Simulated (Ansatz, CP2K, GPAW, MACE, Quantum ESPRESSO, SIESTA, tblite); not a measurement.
# CP2K runs on amorphous Si (76 atoms), part 3 of 4

How do the settings of CP2K change the result for amorphous Si (76 atoms)? A plane-wave run serves as the yardstick.

Program: CP2K 2026.2; the method stands at each step. Banners, paths, timers and routine set-up lines are dropped from the logs unmarked, and long logs keep their key lines alone; longer cuts are marked.

So far. Step 6 (PBE, TZVP-UZH, 350/50 Ry, diagonalisation): Against the first run (2.7 %), the force difference from the reference is 2.7 %, at 2.1 times the CPU time (on 4 against 2 cores), with 1292 basis functions against 988; this set comes with other potentials too, so the change isn't the basis's alone.

### 8. PBE, DZVP-MOLOPT-SR, 350/30 Ry, diagonalisation

Method: Kohn-Sham DFT, PBE, GTH-PBE pseudopotentials, Gaussian and plane waves, DZVP-MOLOPT-SR-GTH, diagonalisation.

The input, input.inp:

```
&GLOBAL
  PROJECT cell
  RUN_TYPE ENERGY_FORCE
  PRINT_LEVEL LOW
&END GLOBAL
&FORCE_EVAL
  METHOD QS
  STRESS_TENSOR ANALYTICAL
  &DFT
    BASIS_SET_FILE_NAME BASIS_MOLOPT
    POTENTIAL_FILE_NAME GTH_POTENTIALS
    &MGRID
      CUTOFF 350
      REL_CUTOFF 30
    &END MGRID
    &QS
      EPS_DEFAULT 1.0E-12
    &END QS
    &SCF
      SCF_GUESS ATOMIC
      EPS_SCF 1.0E-06
      MAX_SCF 200
      ADDED_MOS 34
      &DIAGONALIZATION
        ALGORITHM STANDARD
      &END DIAGONALIZATION
      &SMEAR ON
        METHOD FERMI_DIRAC
        ELECTRONIC_TEMPERATURE [K] 580
      &END SMEAR
      &MIXING
        METHOD BROYDEN_MIXING
        ALPHA 0.15
        NBROYDEN 8
      &END MIXING
      &PRINT
        &RESTART OFF
        &END RESTART
      &END PRINT
    &END SCF
    &XC
      &XC_FUNCTIONAL PBE
      &END XC_FUNCTIONAL
    &END XC
    &PRINT
      &MULLIKEN ON
      &END MULLIKEN
      &LOWDIN ON
      &END LOWDIN
      &MO ON
        EIGENVALUES T
        OCCUPATION_NUMBERS T
        MO_INDEX_RANGE 141 164
        &EACH
          QS_SCF 0
        &END EACH
        ADD_LAST NUMERIC
      &END MO
    &END PRINT
  &END DFT
  &SUBSYS
    &CELL
      A 11.52060 0.00000 0.00000
      B 0.00000 11.52060 0.00000
      C 0.00000 0.00000 11.52060
    &END CELL
    &TOPOLOGY
      COORD_FILE_NAME structure.xyz
      COORD_FILE_FORMAT XYZ
    &END TOPOLOGY
    &KIND Si
      BASIS_SET DZVP-MOLOPT-SR-GTH-q4
      POTENTIAL GTH-PBE-q4
    &END KIND
  &END SUBSYS
  &PRINT
    &FORCES ON
    &END FORCES
    &STRESS_TENSOR ON
    &END STRESS_TENSOR
  &END PRINT
&END FORCE_EVAL
```

The input, structure.xyz:

```xyz
76

[... 76 atom lines left out: the same atoms as in the first run ...]
```

Run with:

```sh
> OMP_NUM_THREADS=2 cp2k.psmp -i input.inp > output.txt
```

Numbers of over 12 decimals in the logs are rounded to 6 here.

Log:

```text
CP2K| version string:                                       CP2K version 2026.2
 CP2K| Input file name                                                 input.inp
 GLOBAL| Basis set file name                                        BASIS_MOLOPT
 GLOBAL| Potential file name                                      GTH_POTENTIALS
 GLOBAL| Run type                                                   ENERGY_FORCE
 GLOBAL| Total number of message passing processes                             1
 GLOBAL| Number of threads for this process                                    2
 TOTAL NUMBERS AND MAXIMUM NUMBERS
  Total number of            - Atomic kinds:                                   1
                             - Atoms:                                         76
[... lines left out ...]
                        Smear method:                                FERMI_DIRAC
[... lines left out ...]
 Number of electrons:                                                        304
[... lines left out ...]
  Step     Update method      Time    Convergence         Total energy    Change
[... lines left out ...]
  *** SCF run converged in    18 steps ***
[... lines left out ...]
  Fermi energy:                                                 0.198765
  Total energy:                                              -298.068164
  Total energy (extrapolated to T->0):                       -298.064004
[... lines left out ...]
 MO| E(Fermi):            0.198765 a.u.          5.408669 eV
[... lines left out ...]
       1     Si       1          3.980610                              0.019390
       2     Si       1          3.980240                              0.019760
       3     Si       1          3.962877                              0.037123
[...]
# Total charge                            304.000000                  0.000000
 !-----------------------------------------------------------------------------!
 LOWDIN POPULATION ANALYSIS
 #  Atom  Element  Kind  Atomic population                           Net charge
[...]
75     Si       1          3.952219                              0.047781
      76     Si       1          4.021653                             -0.021653
 # Total charge                            304.000000                  0.000000
 ENERGY| Total FORCE_EVAL ( QS ) energy [hartree]           -298.068178
 FORCES| Atomic forces [hartree/bohr]
 FORCES|   Atom     x               y               z               |f|
 FORCES|      1 -4.43443153E-03 -2.33633951E-03  1.02149775E-03   5.11528327E-03
 FORCES|      2 -1.41358253E-02  4.60903169E-02  1.46392381E-02   5.03829948E-02
 FORCES|      3 -9.72915980E-03  3.72029629E-03 -2.90615300E-02   3.08718267E-02
[...]
FORCES|     75 -4.55536494E-03 -3.47711715E-03  5.70090753E-03   8.08344234E-03
 FORCES|     76 -1.03732806E-02  7.41041066E-03 -5.08334141E-02   5.24075865E-02
 FORCES| Sum     6.16157509E-05  6.13006660E-06  6.90845250E-06
 FORCES| Total atomic force                                       6.23041346E-05
 STRESS| Analytical stress tensor [bar]
 STRESS|                        x                   y                   z
 STRESS|      x        1.66782528561E+03  -5.84104418852E+03   1.23666090987E+04
 STRESS|      y       -5.84104418852E+03  -1.85175112780E+03   1.42495126893E+04
 STRESS|      z        1.23666090987E+04   1.42495126893E+04   4.55120036435E+03
 STRESS| 1/3 Trace                                             1.45575817405E+03
```

It took 78 s on 2 threads of Arm Neoverse V2, shared host; peak memory 1.9 GiB; 2.3 min of CPU time.

Against the reference:

| Property | Result |
| --- | --- |
| r.m.s. force component | 0.9492 eV/Å |
| r.m.s. difference of force components | 25 meV/Å |
| longest difference of force vectors | 90.5 meV/Å |
| force difference over r.m.s. force | 2.661 % |
| slope of forces against the reference's | 1.01 |
| correlation of force components | 0.9997 |
| pressure | 0.1456 GPa |
| pressure difference | -0.1481 GPa |
| energy less the same-level run's | -0.0333 meV/atom |
| r.m.s. force difference from the same-level run | 0.265 meV/Å |

This is a coarse setting, run to see what it loses.

Against the first run (2.7 %), the force difference from the reference is 2.7 %, at 0.81 times the CPU time: the change moves forces by 0.27 meV/Å r.m.s., so most of the difference comes from elsewhere.

### 9. PBE, DZVP-MOLOPT-SR, 244/50 Ry, diagonalisation

Method: Kohn-Sham DFT, PBE, GTH-PBE pseudopotentials, Gaussian and plane waves, DZVP-MOLOPT-SR-GTH, diagonalisation.

input.inp: that of step 8 with these lines changed.

```diff
@@ -12,4 +12,4 @@
     &MGRID
-      CUTOFF 350
-      REL_CUTOFF 30
+      CUTOFF 244
+      REL_CUTOFF 50
     &END MGRID
@@ -66,6 +66,29 @@
     &END CELL
-    &TOPOLOGY
-      COORD_FILE_NAME structure.xyz
-      COORD_FILE_FORMAT XYZ
-    &END TOPOLOGY
+    &COORD
+      Si 11.02533 3.27968 0.70575
+      Si 7.44772 4.14442 1.22280
+      Si 0.78709 0.76842 2.48914
+      Si 3.35872 3.37842 0.84308
+      Si 10.29884 3.67599 6.57918
+      Si 8.02179 0.56866 0.51670
+      Si 7.95083 3.44155 6.61329
+      Si 5.72194 9.05439 8.61545
+      Si 2.39075 6.78794 3.42070
+      Si 2.48211 9.28053 6.75130
+      Si 9.97880 7.16835 5.34083
+      Si 9.45115 7.20026 9.27961
+      Si 2.92854 2.37290 10.21255
+      Si 1.42383 5.07552 8.41568
+      Si 11.45770 0.61163 8.27179
+      Si 3.31194 3.63440 7.95152
+      Si 3.42554 10.59515 0.42891
+      Si 0.33306 1.96035 10.37200
+      Si 8.85416 6.34267 1.29918
+      Si 11.17003 5.75281 0.52684
+[... 52 atom lines left out ...]
+      Si 0.18594 1.61162 6.03841
+      Si 2.37900 1.53662 6.72527
+      Si 7.79541 9.32742 7.20809
+      Si 8.60796 7.17215 3.60825
+    &END COORD
     &KIND Si
```

Log:

```text
CP2K| version string:                                       CP2K version 2026.2
 CP2K| Input file name                                                 input.inp
 GLOBAL| Basis set file name                                        BASIS_MOLOPT
 GLOBAL| Potential file name                                      GTH_POTENTIALS
[... lines left out ...]
 Number of electrons:                                                        304
[... lines left out ...]
  Step     Update method      Time    Convergence         Total energy    Change
[... lines left out ...]
  *** SCF run converged in    18 steps ***
[... lines left out ...]
  Fermi energy:                                                 0.198766
  Total energy:                                              -298.068074
  Total energy (extrapolated to T->0):                       -298.063913
[... lines left out ...]
 MO| E(Fermi):            0.198766 a.u.          5.408691 eV
[... lines left out ...]
 ENERGY| Total FORCE_EVAL ( QS ) energy [hartree]           -298.068087
[... lines left out ...]
 FORCES|      1 -4.43215807E-03 -2.33385402E-03  1.02140183E-03   5.11215819E-03
 FORCES|      2 -1.41456770E-02  4.60880344E-02  1.46337833E-02   5.03820871E-02
 FORCES|      3 -9.72675014E-03  3.72110432E-03 -2.90675967E-02   3.08768759E-02
[...]
FORCES|     75 -4.54612873E-03 -3.47612502E-03  5.70466279E-03   8.08046466E-03
 FORCES|     76 -1.03664118E-02  7.41540732E-03 -5.08313262E-02   5.24049090E-02
 FORCES| Sum    -1.58976592E-07  1.45686050E-07  2.48243097E-08
 FORCES| Total atomic force                                       2.17058121E-07
 STRESS| Analytical stress tensor [bar]
 STRESS|                        x                   y                   z
 STRESS|      x        1.64245099475E+03  -5.84082881918E+03   1.23662304384E+04
 STRESS|      y       -5.84082881918E+03  -1.87349602760E+03   1.42487383443E+04
 STRESS|      z        1.23662304384E+04   1.42487383443E+04   4.53602240454E+03
 STRESS| 1/3 Trace                                             1.43499245723E+03
```

Wall time 89 s (2 threads); peak memory 1.4 GiB; 2.8 min of CPU time.

Numbers from this run, and their distance from the reference:

```
r.m.s. force component                          : 0.9492 eV/Å
r.m.s. difference of force components           : 25 meV/Å
longest difference of force vectors             : 90.54 meV/Å
force difference over r.m.s. force              : 2.66 %
slope of forces against the reference's         : 1.01
correlation of force components                 : 0.9997
pressure                                        : 0.1435 GPa
pressure difference                             : -0.1502 GPa
energy less the same-level run's                : -0.0009 meV/atom
r.m.s. force difference from the same-level run : 0.046 meV/Å
```

Against the first run (2.7 %), the force difference from the reference is 2.7 %, at 0.96 times the CPU time: the change moves forces by 0.046 meV/Å r.m.s., so most of the difference comes from elsewhere.

### 10. TPSS, PBE potentials, DZVP-MOLOPT-SR, 350/50 Ry, diagonalisation

Method: Kohn-Sham DFT, TPSS, GTH-PBE pseudopotentials, Gaussian and plane waves, DZVP-MOLOPT-SR-GTH, diagonalisation.

input.inp: that of step 9 with these lines changed.

```diff
@@ -12,3 +12,3 @@
     &MGRID
-      CUTOFF 244
+      CUTOFF 350
       REL_CUTOFF 50
@@ -41,3 +41,3 @@
     &XC
-      &XC_FUNCTIONAL PBE
+      &XC_FUNCTIONAL TPSS
       &END XC_FUNCTIONAL
```

Log:

```text
CP2K| version string:                                       CP2K version 2026.2
 CP2K| Input file name                                                 input.inp
 GLOBAL| Basis set file name                                        BASIS_MOLOPT
 GLOBAL| Potential file name                                      GTH_POTENTIALS
 GLOBAL| Run type                                                   ENERGY_FORCE
 GLOBAL| Total number of message passing processes                             1
 GLOBAL| Number of threads for this process                                    2
 TOTAL NUMBERS AND MAXIMUM NUMBERS
  Total number of            - Atomic kinds:                                   1
                             - Atoms:                                         76
[... lines left out ...]
                        Smear method:                                FERMI_DIRAC
[... lines left out ...]
 Number of electrons:                                                        304
[... lines left out ...]
  Step     Update method      Time    Convergence         Total energy    Change
[... lines left out ...]
  *** SCF run converged in    21 steps ***
[... lines left out ...]
  Fermi energy:                                                 0.201251
  Total energy:                                              -297.631262
  Total energy (extrapolated to T->0):                       -297.627368
[... lines left out ...]
 MO| E(Fermi):            0.201251 a.u.          5.476320 eV
[... lines left out ...]
       1     Si       1          3.984454                              0.015546
       2     Si       1          3.980356                              0.019644
       3     Si       1          3.966468                              0.033532
[...]
# Total charge                            304.000000                  0.000000
 !-----------------------------------------------------------------------------!
 LOWDIN POPULATION ANALYSIS
 #  Atom  Element  Kind  Atomic population                           Net charge
[...]
75     Si       1          3.954402                              0.045598
      76     Si       1          4.021618                             -0.021618
 # Total charge                            304.000000                  0.000000
 ENERGY| Total FORCE_EVAL ( QS ) energy [hartree]           -297.631260
 FORCES| Atomic forces [hartree/bohr]
 FORCES|   Atom     x               y               z               |f|
 FORCES|      1 -4.43318238E-03 -2.39236445E-03  1.13368833E-03   5.16350297E-03
 FORCES|      2 -1.42204776E-02  4.55619130E-02  1.42955535E-02   4.98244192E-02
 FORCES|      3 -9.64319702E-03  2.59394254E-03 -2.87739523E-02   3.04575134E-02
[...]
FORCES|     75 -3.99961044E-03 -4.10162274E-03  4.40866926E-03   7.22886972E-03
 FORCES|     76 -1.03148976E-02  8.07878245E-03 -5.07302857E-02   5.23949017E-02
 FORCES| Sum     2.16549344E-06  1.97886512E-06 -2.16782024E-07
 FORCES| Total atomic force                                       2.94147300E-06
 STRESS| Analytical stress tensor [bar]
 STRESS|                        x                   y                   z
 STRESS|      x        4.83866739245E+02  -5.57183940548E+03   1.33643639586E+04
 STRESS|      y       -5.57183940548E+03  -1.92061602901E+03   1.43941711873E+04
 STRESS|      z        1.33643639586E+04   1.43941711873E+04   5.24394679249E+03
 STRESS| 1/3 Trace                                             1.26906583424E+03
```

Elapsed: 4.6 min, on 2 threads; peak memory 1.9 GiB; 8.9 min of CPU time.

Against the reference:

- r.m.s. force component: 0.952 eV/Å
- r.m.s. difference of force components: 52.76 meV/Å
- longest difference of force vectors: 179 meV/Å
- force difference over r.m.s. force: 5.615 %
- slope of forces against the reference's: 1.012
- correlation of force components: 0.9985
- pressure: 0.1269 GPa
- pressure difference: -0.1668 GPa

Against the first run (2.7 %), the force difference from the reference is 5.6 %, at 3.1 times the CPU time; the model has changed, so this is no error of the program alone.

### 11. BLYP, DZVP-MOLOPT-SR, 350/50 Ry, diagonalisation

Method: Kohn-Sham DFT, BLYP, GTH-BLYP pseudopotentials, Gaussian and plane waves, DZVP-MOLOPT-SR-GTH, diagonalisation.

input.inp: that of step 10 with these lines changed.

```diff
@@ -41,3 +41,3 @@
     &XC
-      &XC_FUNCTIONAL TPSS
+      &XC_FUNCTIONAL BLYP
       &END XC_FUNCTIONAL
@@ -67,2 +67,3 @@
     &COORD
+      SCALED
 [... 76 atom lines left out: the same atoms as in the first run ...]
@@ -71,3 +72,3 @@
       BASIS_SET DZVP-MOLOPT-SR-GTH-q4
-      POTENTIAL GTH-PBE-q4
+      POTENTIAL GTH-BLYP-q4
     &END KIND
```

Log:

```text
CP2K| version string:                                       CP2K version 2026.2
 CP2K| Input file name                                                 input.inp
 GLOBAL| Basis set file name                                        BASIS_MOLOPT
 GLOBAL| Potential file name                                      GTH_POTENTIALS
[... lines left out ...]
 Number of electrons:                                                        304
[... lines left out ...]
  Step     Update method      Time    Convergence         Total energy    Change
[... lines left out ...]
  *** SCF run converged in    19 steps ***
[... lines left out ...]
  Fermi energy:                                                 0.215249
  Total energy:                                              -294.777795
  Total energy (extrapolated to T->0):                       -294.773723
[... lines left out ...]
 MO| E(Fermi):            0.215249 a.u.          5.857229 eV
[... lines left out ...]
 ENERGY| Total FORCE_EVAL ( QS ) energy [hartree]           -294.777836
[... lines left out ...]
 FORCES|      1 -2.55960799E-03 -3.46183081E-03  2.11361248E-03   4.79616757E-03
 FORCES|      2 -1.25944176E-02  4.55222413E-02  1.35482930E-02   4.91370537E-02
 FORCES|      3 -8.52564747E-03  4.10244020E-03 -2.93910563E-02   3.08763805E-02
[...]
FORCES|     75 -6.27510033E-03 -7.41815330E-03  3.10077398E-03   1.01990530E-02
 FORCES|     76 -9.37172106E-03  8.40616423E-03 -5.05973449E-02   5.21400428E-02
 FORCES| Sum     9.60617366E-06  5.68010075E-06  3.57072595E-06
 FORCES| Total atomic force                                       1.17171755E-05
 STRESS| Analytical stress tensor [bar]
 STRESS|                        x                   y                   z
 STRESS|      x        3.33240900693E+04  -7.20583542871E+03   1.28215108145E+04
 STRESS|      y       -7.20583542871E+03   2.85454758624E+04   1.51234706805E+04
 STRESS|      z        1.28215108145E+04   1.51234706805E+04   3.49889129513E+04
 STRESS| 1/3 Trace                                             3.22861596277E+04
```

It took 94 s on 2 threads; peak memory 1.9 GiB.

Numbers from this run, and their distance from the reference:

| Item | Value |
| --- | --- |
| r.m.s. force component | 0.944 eV/Å |
| r.m.s. difference of force components | 118.2 meV/Å |
| longest difference of force vectors | 415.8 meV/Å |
| force difference over r.m.s. force | 12.58 % |
| slope of forces against the reference's | 0.9967 |
| correlation of force components | 0.9921 |
| pressure | 3.229 GPa |
| pressure difference | 2.935 GPa |

Against the first run (2.7 %), the force difference from the reference is 13 %, at 1.00 times the CPU time; the model has changed, so this is no error of the program alone.

(Part 3 of 4 ends here.)

[Also dropped from logs without a mark: logging warnings of Python, and SIESTA's first energy breakdown and zero terms.]

[Logs are printed without paths, hosts, clocks, repeated set-up lines and the standing remarks that a program may print on its own settings, such as how far it seeks lower states.]

[Hosts, paths, dates, database ids (printed as entryN), source tags and the programs' standing remarks are cut or masked in the printed files.]
